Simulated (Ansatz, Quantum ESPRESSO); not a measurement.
# Conductance against width: vacuum gaps between two Li(100) faces, part 4 of 5

Aim: how the conductance falls as the barrier grows, for vacuum gaps between two Li(100) faces.

Quantum ESPRESSO 7.5; plane-wave DFT, LDA, GBRV ultrasoft pseudopotentials; cross-check by Ansatz 0.2.0 with PAW datasets.

So far. Step 6 (Transmission with pwcond.x, 6 Å): T goes from 0.242 to 0.0887, a factor of 2.7. Step 7 (The same in Ansatz, 6 Å): Ansatz finds T = 0.0889 against pwcond's 0.0887.

### Step 8. Self-consistent run, 7 Å

Level of this step: plane-wave DFT, LDA, GBRV ultrasoft pseudopotentials (Quantum ESPRESSO 7.5).

j2.scf.in

```
&control
  prefix = 'j2.scf'
  outdir = './out'
  pseudo_dir = './pseudo'
  calculation = 'scf'
  tprnfor = .true.
/
&system
  ibrav = 0
  nat = 16
  ntyp = 1
  ecutwfc = 40
  ecutrho = 200
  occupations = 'smearing'
  smearing = 'mv'
  degauss = 0.01
/
&electrons
  conv_thr = 1e-07
  mixing_beta = 0.25
  electron_maxstep = 120
  mixing_mode = 'local-TF'
/
ATOMIC_SPECIES
  Li  6.9400  li_lda_v1.4.uspp.F.UPF
CELL_PARAMETERS angstrom
  3.44000000000000 0.00000000000000 0.00000000000000
  0.00000000000000 3.44000000000000 0.00000000000000
  0.00000000000000 0.00000000000000 32.80000000000000
ATOMIC_POSITIONS crystal
  Li  0.000000000000 0.000000000000 0.000000000000
  Li  0.500000000000 0.500000000000 0.052439024390
  Li  0.000000000000 0.000000000000 0.104878048780
  Li  0.500000000000 0.500000000000 0.157317073171
  Li  0.000000000000 0.000000000000 0.209756097561
  Li  0.500000000000 0.500000000000 0.262195121951
  Li  0.000000000000 0.000000000000 0.314634146341
  Li  0.500000000000 0.500000000000 0.367073170732
  Li  0.000000000000 0.000000000000 0.580487804878
  Li  0.500000000000 0.500000000000 0.632926829268
  Li  0.000000000000 0.000000000000 0.685365853659
  Li  0.500000000000 0.500000000000 0.737804878049
  Li  0.000000000000 0.000000000000 0.790243902439
  Li  0.500000000000 0.500000000000 0.842682926829
  Li  0.000000000000 0.000000000000 0.895121951220
  Li  0.500000000000 0.500000000000 0.947560975610
K_POINTS automatic
  7 7 1 0 0 0
```

Run with:

```sh
$ OMP_NUM_THREADS=1 mpirun -n 4 pw.x -nk 2 -in j2.scf.in > j2.scf.out
```

The program printed:

```text
[banner, memory and clock lines left out]
Program PWSCF v.7.5 starts
[...]
Message from routine setup:
[...]
number of electrons       =        48.00
     number of Kohn-Sham states=           29
     kinetic-energy cutoff     =      40.0000  Ry
     charge density cutoff     =     200.0000  Ry
[...]
number of k points=    10  Marzari-Vanderbilt smearing, width (Ry)=  0.0100
[...]
Dense  grid:   125287 G-vectors     FFT dimensions: (  30,  30, 288)
[...]
Starting wfcs are   80 randomized atomic wfcs
[...]
estimated scf accuracy    <       3.20999987 Ry
[...]
estimated scf accuracy    <       2.13998773 Ry
[...]
estimated scf accuracy    <       0.14392698 Ry
[...]
estimated scf accuracy    <       0.09731096 Ry
[...]
estimated scf accuracy    <       0.01756421 Ry
[...]
estimated scf accuracy    <       0.08119982 Ry
[...]
estimated scf accuracy    <       0.05486702 Ry
[...]
estimated scf accuracy    <       0.03105067 Ry
[...]
estimated scf accuracy    <       0.01807434 Ry
[...]
estimated scf accuracy    <       0.00180294 Ry
[...]
estimated scf accuracy    <       0.00282689 Ry
[...]
estimated scf accuracy    <       0.00103820 Ry
[...]
estimated scf accuracy    <       0.00227065 Ry
[...]
estimated scf accuracy    <       0.00080151 Ry
[...]
estimated scf accuracy    <       0.00064851 Ry
[...]
estimated scf accuracy    <       0.00018342 Ry
[...]
estimated scf accuracy    <       0.00001263 Ry
[...]
estimated scf accuracy    <       0.00000097 Ry
[...]
estimated scf accuracy    <       0.00001397 Ry
[...]
estimated scf accuracy    <       0.00000240 Ry
[...]
estimated scf accuracy    <       0.00001544 Ry
[...]
estimated scf accuracy    <       0.00004528 Ry
[...]
estimated scf accuracy    <       0.00000619 Ry
[...]
estimated scf accuracy    <       0.00001230 Ry
[...]
estimated scf accuracy    <       0.00004646 Ry
[...]
estimated scf accuracy    <       0.00000034 Ry
[...]
estimated scf accuracy    <       0.00000167 Ry
[...]
estimated scf accuracy    <       0.00000027 Ry
[...]
the Fermi energy is     0.2573 ev
!    total energy              =    -228.65096928 Ry
     estimated scf accuracy    <       0.00000008 Ry
     smearing contrib. (-TS)   =       0.00030624 Ry
     internal energy E=F+TS    =    -228.65127552 Ry
[...]
one-electron contribution =    -340.85771828 Ry
     hartree contribution      =     149.60381149 Ry
     xc contribution           =     -50.69716576 Ry
     ewald contribution        =      13.29979703 Ry
     convergence has been achieved in  29 iterations
[...]
Total force =     0.005933     Total SCF correction =     0.000431
[...]
```

Wall time 44 s (4 MPI ranks of Arm Neoverse V2, shared host); peak memory 0.48 GiB; 2.9 min of CPU time.

Numbers from this step:

| Item | Value |
| --- | --- |
| free energy | -3110.9549 eV |
| Fermi energy | 0.2573 eV |

### Step 9. Transmission with pwcond.x, 7 Å

j2.cond.in

```
&inputcond
  outdir = './out'
  prefixt = 'j2.scf'
  tran_file = 'j2.cond.dat'
  bdl = 2.0000000000
  bds = 9.5348837209
  ikind = 1
  ewind = 4.0
  epsproj = 1e-05
  nz1 = 7
  energy0 = 0.4
  denergy = -0.4
/
15
  0.00000000 0.00000000 0.01562500
  0.00000000 0.12500000 0.06250000
  0.00000000 0.25000000 0.06250000
  0.00000000 0.37500000 0.06250000
  0.00000000 0.50000000 0.03125000
  0.12500000 0.12500000 0.06250000
  0.12500000 0.25000000 0.12500000
  0.12500000 0.37500000 0.12500000
  0.12500000 0.50000000 0.06250000
  0.25000000 0.25000000 0.06250000
  0.25000000 0.37500000 0.12500000
  0.25000000 0.50000000 0.06250000
  0.37500000 0.37500000 0.06250000
  0.37500000 0.50000000 0.06250000
  0.50000000 0.50000000 0.01562500
3
```

Run with:

```sh
$ OMP_NUM_THREADS=1 mpirun -n 4 pwcond.x -in j2.cond.in > j2.cond.out
```

The program printed:

```text
[banner, memory and clock lines left out]
Program PWCOND v.7.5 starts
[citation notice left out]

[...]
./out/j2.scf.save/

     IMPORTANT: XC functional enforced from input :
     Exchange-correlation= PZ
                           (   1   1   0   0   0   0   0)
     Any further DFT definition will be discarded
     Please, verify this is what you really want

     Reading collected, re-writing distributed wavefunctions

===== INPUT FILE containing all the regions =====

     GEOMETRY:

     lattice parameter (alat)  =       6.5007  a.u.
[...]
Nchannels of the left tip =            0
 Right moving states:
   k1(2pi/a)   k2(2pi/a)   E-Ef (eV)
 Left moving states:
   k1(2pi/a)   k2(2pi/a)   E-Ef (eV)

 to transmit
          E-Ef(ev), T =    0.0000000   0.0000000
---  E-Ef =   -0.4000000  k =    0.5000000   0.5000000
---  ie =          3  ik =         15
 Nchannels of the left tip =            0
 Right moving states:
   k1(2pi/a)   k2(2pi/a)   E-Ef (eV)
 Left moving states:
   k1(2pi/a)   k2(2pi/a)   E-Ef (eV)

 to transmit
          E-Ef(ev), T =   -0.4000000   0.0000000
   T_tot     0.40000      0.95312E-01
   T_tot     0.00000      0.47450E-01
   T_tot    -0.40000      0.21543E-01

[...]
```

The job ended after 23 s (4 MPI ranks; peak memory 0.23 GiB).

Numbers from this step:

| Property | Result |
| --- | --- |
| transmission at the Fermi level, one spin | 0.02373 |
| conductance | 0.02373 G₀ |

Per spin; mean over the k mesh across the current. Transmission, zone mean against energy, zero at the Fermi level:

| energy (eV) | transmission, zone mean |
| --- | --- |
| -0.400 | 0.0108 |
| 0.000 | 0.0237 |
| 0.400 | 0.0477 |

At 0.000 eV; k in fractions of b1, b2. Transmission by k point:

| k1 | k2 | weight | t | channels |
| --- | --- | --- | --- | --- |
| 0 | 0 | 0.01562 | 0.18 | 1 |
| 0 | 0.125 | 0.0625 | 0.1295 | 1 |
| 0 | 0.25 | 0.0625 | 0.04098 | 1 |
| 0 | 0.375 | 0.0625 | 0.005545 | 1 |
| 0 | 0.5 | 0.03125 | 3.39e-4 | 2 |
| 0.125 | 0.125 | 0.0625 | 0.08974 | 1 |
| 0.125 | 0.25 | 0.125 | 0.02617 | 1 |
| 0.125 | 0.375 | 0.125 | 0.003336 | 1 |
| 0.125 | 0.5 | 0.0625 | 2.48e-4 | 2 |
| 0.25 | 0.25 | 0.0625 | 0.007507 | 1 |
| 0.25 | 0.375 | 0.125 | 8.29e-4 | 1 |
| 0.25 | 0.5 | 0.0625 | 5.92e-5 | 2 |
| 0.375 | 0.375 | 0.0625 | 1.19e-4 | 1 |
| 0.375 | 0.5 | 0.0625 | 5.30e-6 | 2 |
| 0.5 | 0.5 | 0.01562 | 0 | 0 |

T goes from 0.0887 to 0.0237, a factor of 3.7.

### Step 10. Cross-check with Ansatz, 7 Å

Level of this step: plane-wave DFT, LDA, Ansatz PAW (Ansatz 0.2.0).

input.yaml

```yaml
crystal:
  lattice:
    - [3.44, 0.0, 0.0]
    - [0.0, 3.44, 0.0]
    - [0.0, 0.0, 32.8]
  atoms:
    - { symbol: Li, position: [0.0, 0.0, 0.0] }
    - { symbol: Li, position: [0.5, 0.5, 0.0524390244] }
    - { symbol: Li, position: [0.0, 0.0, 0.1048780488] }
    - { symbol: Li, position: [0.5, 0.5, 0.1573170732] }
    - { symbol: Li, position: [0.0, 0.0, 0.2097560976] }
    - { symbol: Li, position: [0.5, 0.5, 0.262195122] }
    - { symbol: Li, position: [0.0, 0.0, 0.3146341463] }
    - { symbol: Li, position: [0.5, 0.5, 0.3670731707] }
    - { symbol: Li, position: [0.0, 0.0, 0.5804878049] }
    - { symbol: Li, position: [0.5, 0.5, 0.6329268293] }
    - { symbol: Li, position: [0.0, 0.0, 0.6853658537] }
    - { symbol: Li, position: [0.5, 0.5, 0.737804878] }
    - { symbol: Li, position: [0.0, 0.0, 0.7902439024] }
    - { symbol: Li, position: [0.5, 0.5, 0.8426829268] }
    - { symbol: Li, position: [0.0, 0.0, 0.8951219512] }
    - { symbol: Li, position: [0.5, 0.5, 0.9475609756] }
kpoints:
  mp_grid: { grid: [7, 7, 1] }
hamiltonian:
  xc: lda
scf:
  occupations: { method: fermi_dirac, width: 0.1 }
  convergence: { dr2_threshold: 1.0e-08 }
output:
  transmission: { leads: [[0, 2]], e_range: [-0.4, 0.4], de: 0.4, kmesh: [8, 8] }
  write_potential: true
  write_density: true
  volumetric_format: npy
  elf: true
```

Run with:

```sh
$ ansatz run input.yaml --threads 4 --pin off --max-ram 8192MiB --backend cpu --events-out ev --progress --plain --runs-dir out
```

The program printed:

```text
[...]
Crystal: 16 atoms, lattice volume = 388.142 Å³
Basis set: ecut = 420 eV, 7577 PW (Γ)
Bands: 40, of which v1, the nominal top of the filled ones, is band 24 counted from 1 (23 counted from 0)
Symmetry: 16 space group operations
[...]
k-points: 10 of 49
[...]
k-point 9: bands = [... 20 lower, 0.7278, 0.8508, 0.9579, 1.0522, 1.3385, 1.3493, 1.7187, 1.7894, ... 12 higher]
--- Transmission ---
  basis      : 101 plane waves across, 42 finite elements along
  points     : 15, standing for a mesh of 8 x 8
[...]
channels       : 1.203125e0 a spin
[...]
slowest decay  : 0.2457 /Å at (0.5000, 0.5000)
  junction   : crystal 0 to crystal 0, -0.16 to 29.20 Å
    transmission   : 2.356888e-2 a spin
[...]
[key lines of the parts left out:]
SCF converged after 7 iterations
Free energy (F): -3225.478301 eV
Fermi energy:    0.334571 eV
```

The job ended after 12 s (4 threads; peak memory 0.77 GiB).

Read from the output:

```
free energy                                  : -3225.4783 eV
energy at zero smearing                      : -3225.3296 eV
smearing term TS                             : 0.2973 eV
Fermi energy                                 : 0.3346 eV
transmission at the Fermi level, one spin    : 0.02357
step of the lead's Hamiltonian over a period : 11.7 meV
```

Per spin; mean over the k mesh across the current. Transmission, zone mean against energy, zero at the Fermi level:

| energy (eV) | transmission, zone mean |
| --- | --- |
| -0.400 | 0.0107 |
| 0.000 | 0.0236 |
| 0.400 | 0.0473 |

Ansatz finds T = 0.0236 against pwcond's 0.0237.

### Step 11. SCF with pw.x, 8 Å

Level of this step: plane-wave DFT, LDA, GBRV ultrasoft pseudopotentials (Quantum ESPRESSO 7.5).

j3.scf.in

```
&control
  prefix = 'j3.scf'
  outdir = './out'
  pseudo_dir = './pseudo'
  calculation = 'scf'
  tprnfor = .true.
/
&system
  ibrav = 0
  nat = 16
  ntyp = 1
  ecutwfc = 40
  ecutrho = 200
  occupations = 'smearing'
  smearing = 'mv'
  degauss = 0.01
/
&electrons
  conv_thr = 1e-07
  mixing_beta = 0.25
  electron_maxstep = 120
  mixing_mode = 'local-TF'
/
ATOMIC_SPECIES
  Li  6.9400  li_lda_v1.4.uspp.F.UPF
CELL_PARAMETERS angstrom
  3.44000000000000 0.00000000000000 0.00000000000000
  0.00000000000000 3.44000000000000 0.00000000000000
  0.00000000000000 0.00000000000000 33.80000000000000
ATOMIC_POSITIONS crystal
  Li  0.000000000000 0.000000000000 0.000000000000
  Li  0.500000000000 0.500000000000 0.050887573964
  Li  0.000000000000 0.000000000000 0.101775147929
  Li  0.500000000000 0.500000000000 0.152662721893
  Li  0.000000000000 0.000000000000 0.203550295858
  Li  0.500000000000 0.500000000000 0.254437869822
  Li  0.000000000000 0.000000000000 0.305325443787
  Li  0.500000000000 0.500000000000 0.356213017751
  Li  0.000000000000 0.000000000000 0.592899408284
  Li  0.500000000000 0.500000000000 0.643786982249
  Li  0.000000000000 0.000000000000 0.694674556213
  Li  0.500000000000 0.500000000000 0.745562130178
  Li  0.000000000000 0.000000000000 0.796449704142
  Li  0.500000000000 0.500000000000 0.847337278107
  Li  0.000000000000 0.000000000000 0.898224852071
  Li  0.500000000000 0.500000000000 0.949112426036
K_POINTS automatic
  7 7 1 0 0 0
```

Run with:

```sh
$ OMP_NUM_THREADS=1 mpirun -n 4 pw.x -nk 2 -in j3.scf.in > j3.scf.out
```

The program printed:

```text
[banner, memory and clock lines left out]
Program PWSCF v.7.5 starts
[...]
Message from routine setup:
[...]
number of electrons       =        48.00
     number of Kohn-Sham states=           29
     kinetic-energy cutoff     =      40.0000  Ry
     charge density cutoff     =     200.0000  Ry
[...]
number of k points=    10  Marzari-Vanderbilt smearing, width (Ry)=  0.0100
[...]
Dense  grid:   129079 G-vectors     FFT dimensions: (  30,  30, 288)
[...]
Starting wfcs are   80 randomized atomic wfcs
[...]
estimated scf accuracy    <       3.21668471 Ry
[...]
estimated scf accuracy    <       2.14614642 Ry
[...]
estimated scf accuracy    <       0.14012914 Ry
[...]
estimated scf accuracy    <       0.23710124 Ry
[...]
estimated scf accuracy    <       1.15298171 Ry
[...]
estimated scf accuracy    <       0.59058113 Ry
[...]
estimated scf accuracy    <       0.16170305 Ry
[...]
estimated scf accuracy    <       0.10703148 Ry
[...]
estimated scf accuracy    <       0.03072435 Ry
[...]
estimated scf accuracy    <       0.01335241 Ry
[...]
estimated scf accuracy    <       0.01016050 Ry
[...]
estimated scf accuracy    <       0.01087454 Ry
[...]
estimated scf accuracy    <       0.00758882 Ry
[...]
estimated scf accuracy    <       0.00047063 Ry
[...]
estimated scf accuracy    <       0.00047554 Ry
[...]
estimated scf accuracy    <       0.00012676 Ry
[...]
estimated scf accuracy    <       0.00009165 Ry
[...]
estimated scf accuracy    <       0.00034932 Ry
[...]
estimated scf accuracy    <       0.00005988 Ry
[...]
estimated scf accuracy    <       0.00003479 Ry
[...]
estimated scf accuracy    <       0.00001285 Ry
[...]
estimated scf accuracy    <       0.00000264 Ry
[...]
estimated scf accuracy    <       0.00000017 Ry
[...]
estimated scf accuracy    <       0.00000037 Ry
[...]
estimated scf accuracy    <       0.00000035 Ry
[...]
the Fermi energy is     0.1607 ev
!    total energy              =    -228.65071738 Ry
     estimated scf accuracy    <       0.00000004 Ry
     smearing contrib. (-TS)   =       0.00024896 Ry
     internal energy E=F+TS    =    -228.65096634 Ry
[...]
one-electron contribution =    -409.46510310 Ry
     hartree contribution      =     183.73627498 Ry
     xc contribution           =     -50.69758846 Ry
     ewald contribution        =      47.77545024 Ry
     convergence has been achieved in  26 iterations
[...]
Total force =     0.005762     Total SCF correction =     0.000236
[...]
```

The job ended after 39 s (4 MPI ranks; peak memory 0.49 GiB; 2.6 min of CPU time).

This step gave:

```
free energy  : -3110.9515 eV
Fermi energy : 0.1607 eV
```

### Step 12. The open system, 8 Å

j3.cond.in is the input of step 9 with these lines changed:

```diff
@@ -2,6 +2,6 @@
   outdir = './out'
-  prefixt = 'j2.scf'
-  tran_file = 'j2.cond.dat'
+  prefixt = 'j3.scf'
+  tran_file = 'j3.cond.dat'
   bdl = 2.0000000000
-  bds = 9.5348837209
+  bds = 9.8255813953
   ikind = 1
```

Run with:

```sh
$ OMP_NUM_THREADS=1 mpirun -n 4 pwcond.x -in j3.cond.in > j3.cond.out
```

The program printed:

```text
[banner, memory and clock lines left out]
Program PWCOND v.7.5 starts
[citation notice left out]

[...]
./out/j3.scf.save/

     IMPORTANT: XC functional enforced from input :
     Exchange-correlation= PZ
                           (   1   1   0   0   0   0   0)
     Any further DFT definition will be discarded
     Please, verify this is what you really want

     Reading collected, re-writing distributed wavefunctions

===== INPUT FILE containing all the regions =====

     GEOMETRY:

     lattice parameter (alat)  =       6.5007  a.u.
[...]
Nchannels of the left tip =            0
 Right moving states:
   k1(2pi/a)   k2(2pi/a)   E-Ef (eV)
 Left moving states:
   k1(2pi/a)   k2(2pi/a)   E-Ef (eV)

 to transmit
          E-Ef(ev), T =    0.0000000   0.0000000
---  E-Ef =   -0.4000000  k =    0.5000000   0.5000000
---  ie =          3  ik =         15
 Nchannels of the left tip =            0
 Right moving states:
   k1(2pi/a)   k2(2pi/a)   E-Ef (eV)
 Left moving states:
   k1(2pi/a)   k2(2pi/a)   E-Ef (eV)

 to transmit
          E-Ef(ev), T =   -0.4000000   0.0000000
   T_tot     0.40000      0.22798E-01
   T_tot     0.00000      0.98408E-02
   T_tot    -0.40000      0.38735E-02

[...]
```

Wall time 25 s (4 MPI ranks); peak memory 0.23 GiB; 98 s of CPU time.

This step gave:

- transmission at the Fermi level, one spin: 0.004920
- conductance: 0.004920 G₀

Per spin; mean over the k mesh across the current. Table of transmission, zone mean by energy, zero at the Fermi level:

| energy (eV) | transmission, zone mean |
| --- | --- |
| -0.400 | 0.00194 |
| 0.000 | 0.00492 |
| 0.400 | 0.0114 |

T goes from 0.0237 to 0.00492, a factor of 4.8.

### Step 13. The same in Ansatz, 8 Å

Level of this step: plane-wave DFT, LDA, Ansatz PAW (Ansatz 0.2.0).

input.yaml

```yaml
crystal:
  lattice:
    - [3.44, 0.0, 0.0]
    - [0.0, 3.44, 0.0]
    - [0.0, 0.0, 33.8]
  atoms:
    - { symbol: Li, position: [0.0, 0.0, 0.0] }
    - { symbol: Li, position: [0.5, 0.5, 0.050887574] }
    - { symbol: Li, position: [0.0, 0.0, 0.1017751479] }
    - { symbol: Li, position: [0.5, 0.5, 0.1526627219] }
    - { symbol: Li, position: [0.0, 0.0, 0.2035502959] }
    - { symbol: Li, position: [0.5, 0.5, 0.2544378698] }
    - { symbol: Li, position: [0.0, 0.0, 0.3053254438] }
    - { symbol: Li, position: [0.5, 0.5, 0.3562130178] }
    - { symbol: Li, position: [0.0, 0.0, 0.5928994083] }
    - { symbol: Li, position: [0.5, 0.5, 0.6437869822] }
    - { symbol: Li, position: [0.0, 0.0, 0.6946745562] }
    - { symbol: Li, position: [0.5, 0.5, 0.7455621302] }
    - { symbol: Li, position: [0.0, 0.0, 0.7964497041] }
    - { symbol: Li, position: [0.5, 0.5, 0.8473372781] }
    - { symbol: Li, position: [0.0, 0.0, 0.8982248521] }
    - { symbol: Li, position: [0.5, 0.5, 0.949112426] }
kpoints:
  mp_grid: { grid: [7, 7, 1] }
hamiltonian:
  xc: lda
scf:
  occupations: { method: fermi_dirac, width: 0.1 }
  convergence: { dr2_threshold: 1.0e-08 }
output:
  transmission: { leads: [[0, 2]], e_range: [-0.4, 0.4], de: 0.4, kmesh: [8, 8] }
  write_potential: true
  write_density: true
  volumetric_format: npy
```

Run with:

```sh
$ ansatz run input.yaml --threads 4 --pin off --max-ram 8192MiB --backend cpu --events-out ev --progress --plain --runs-dir out
```

The program printed:

```text
[...]
Crystal: 16 atoms, lattice volume = 399.976 Å³
Basis set: ecut = 420 eV, 7805 PW (Γ)
Bands: 40, of which v1, the nominal top of the filled ones, is band 24 counted from 1 (23 counted from 0)
Symmetry: 16 space group operations
[...]
k-points: 10 of 49
[...]
k-point 9: bands = [... 20 lower, 0.6298, 0.7527, 0.8604, 0.9543, 1.2402, 1.2501, 1.6210, 1.6926, ... 12 higher]
--- Transmission ---
  basis      : 101 plane waves across, 43 finite elements along
  points     : 15, standing for a mesh of 8 x 8
[...]
channels       : 1.203125e0 a spin
[...]
slowest decay  : 0.2461 /Å at (0.5000, 0.5000)
  junction   : crystal 0 to crystal 0, -0.16 to 30.20 Å
    transmission   : 4.981658e-3 a spin
[...]
[key lines of the parts left out:]
SCF converged after 7 iterations
Free energy (F): -3225.474699 eV
Fermi energy:    0.236048 eV
```

It took 13 s on 4 threads; peak memory 0.79 GiB; 43 s of CPU time.

This step gave:

```
free energy                               : -3225.4747 eV
energy at zero smearing                   : -3225.3265 eV
smearing term TS                          : 0.2964 eV
Fermi energy                              : 0.2360 eV
transmission at the Fermi level, one spin : 0.004982
```

Per spin; mean over the k mesh across the current. Table of transmission, zone mean by energy, zero at the Fermi level:

| energy (eV) | transmission, zone mean |
| --- | --- |
| -0.400 | 0.00196 |
| 0.000 | 0.00498 |
| 0.400 | 0.0116 |

Ansatz finds T = 0.00498 against pwcond's 0.00492.

[end of part 4 of 5]

[Logs are printed without paths, hosts, clocks, repeated set-up lines and the standing remarks that a program may print on its own settings, such as how far it seeks lower states.]

[Hosts, paths, dates, database ids (printed as entryN), source tags and the programs' standing remarks are cut or masked in the printed files.]

[Maps of the electrostatic potential energy from Ansatz leave out the sawtooth potential of an applied field or a dipole correction, so their vacuum need not be flat; planar profiles and work functions include it.]
